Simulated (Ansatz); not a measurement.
**linear Os chain, moments started antiparallel under tension and compression**

Aim: how do moment and conductance of the linear Os chain, moments started antiparallel follow its length?

Program: Ansatz 0.2.0. Level of theory: DFT PBE, plane waves, PAW; relaxation of a chain's period, in the first sound run; inputs show where later runs differ. Results are calculated unless marked as measured.

**1. Set-up**

The cell holds 2 atoms: 2 Os. Cell: a = 7.500 Å, b = 7.500 Å, c = 5.472 Å, α = 90.0°, β = 90.0°, γ = 90.0°. Vacuum lies along a and b. The structure's axis is c.

**2. Relaxation of atoms and period**

Band widths follow the bond lengths, so the chain is relaxed first. The atoms and the third cell vector are free; the box across stays fixed as vacuum. Moments are seeded so that a magnetic state can form if it lies lower. A Fermi-Dirac smearing is set since the result may be a metal. The pressure printed is a third of the stress's trace over the whole box, vacuum included; only the stress along the axis is relaxed.

File input.yaml:

```yaml
crystal:
  lattice:
    - [7.5, 0.0, 0.0]
    - [0.0, 7.5, 0.0]
    - [0.0, 0.0, 5.472]
  atoms:
    - { symbol: Os, position: [0.5, 0.5, 0.0], spin: 1.5 }
    - { symbol: Os, position: [0.5, 0.5, 0.5], spin: -1.5 }
magnetization:
  spin_polarized: true
kpoints:
  mp_grid: { grid: [1, 1, 15] }
scf:
  occupations: { method: fermi_dirac, width: 0.05 }
hamiltonian:
  xc: pbe
relax:
  cell: { fix: [a, b, alpha, beta, gamma] }
  max_steps: 60
```

Command:

```console
> ansatz run input.yaml --threads 4 --pin off --max-ram 8192MiB --backend cpu --events-out ev --progress --plain --runs-dir out
```

Planned after this: the chain at a fixed length, period over the relaxed period 0.88, k-mesh 1×1×21; at a set period, period over the relaxed period 0.92, k-mesh 1×1×20; the chain at a fixed length, period over the relaxed period 0.96, k-mesh 1×1×19; at a set period, period over the relaxed period 1, k-mesh 1×1×18; at a set period, period over the relaxed period 1.04, k-mesh 1×1×18; the chain at a fixed length, period over the relaxed period 1.08, k-mesh 1×1×17; the chain at a fixed length, period over the relaxed period 1.13, k-mesh 1×1×16; at a set period, period over the relaxed period 1.2, k-mesh 1×1×15; at a set period, period over the relaxed period 1.3, k-mesh 1×1×14; side by side; A repeat with changed settings.

In doubt: warnings of the run leave room for a lower electronic state (in some of the runs), so energies may not be the lowest and differences between runs may mislead.

Before running: what should come out for the conductance at period × 0.88, conductance at period × 1.0 and conductance at period × 1.3?

In these runs no moment survives at the shortest period, and one is present from a factor of 1.08 on: longer bonds narrow the bands, which favours exchange splitting. The conductance goes from 6.00 G₀ at the shortest period to 3.42 G₀ at the longest, while the magnetic state changes too. At the relaxed period it is a straight line with bonds of 2.24 Å, as the straight start enforces by symmetry.

| Item | Value |
| --- | --- |
| relaxed cell length | 4.486 Å |
| conductance at period × 0.88 | 6.00 G₀ |
| conductance at period × 1.0 | 6.00 G₀ |
| conductance at period × 1.13 | 4.81 G₀ |
| conductance at period × 1.3 | 3.42 G₀ |
| absolute moment at period × 0.88 | 0 μB |
| absolute moment at period × 1.0 | 0 μB |
| absolute moment at period × 1.3 | 5.86 μB |

Transport is coherent and elastic here: the atoms are frozen, so scattering by vibrations plays no part. Spin-orbit coupling is left out, which matters for the bands of heavy atoms. No search over magnetic orders was made; another may lie lower. The program warns that another magnetic order came up in at least one run, so relaxation and transmission may not share one magnetic state, and it may not be the lowest. Conductances of a perfect chain off the multiples of half a G0 come from band edges within the thermal window; the square box also splits pairs of bands that an isolated chain keeps degenerate, which moves such edges.

[Logs are printed without paths, hosts, clocks, repeated set-up lines and the standing remarks that a program may print on its own settings, such as how far it seeks lower states.]

[Hosts, paths, dates, database ids (printed as entryN), source tags and the programs' standing remarks are cut or masked in the printed files.]
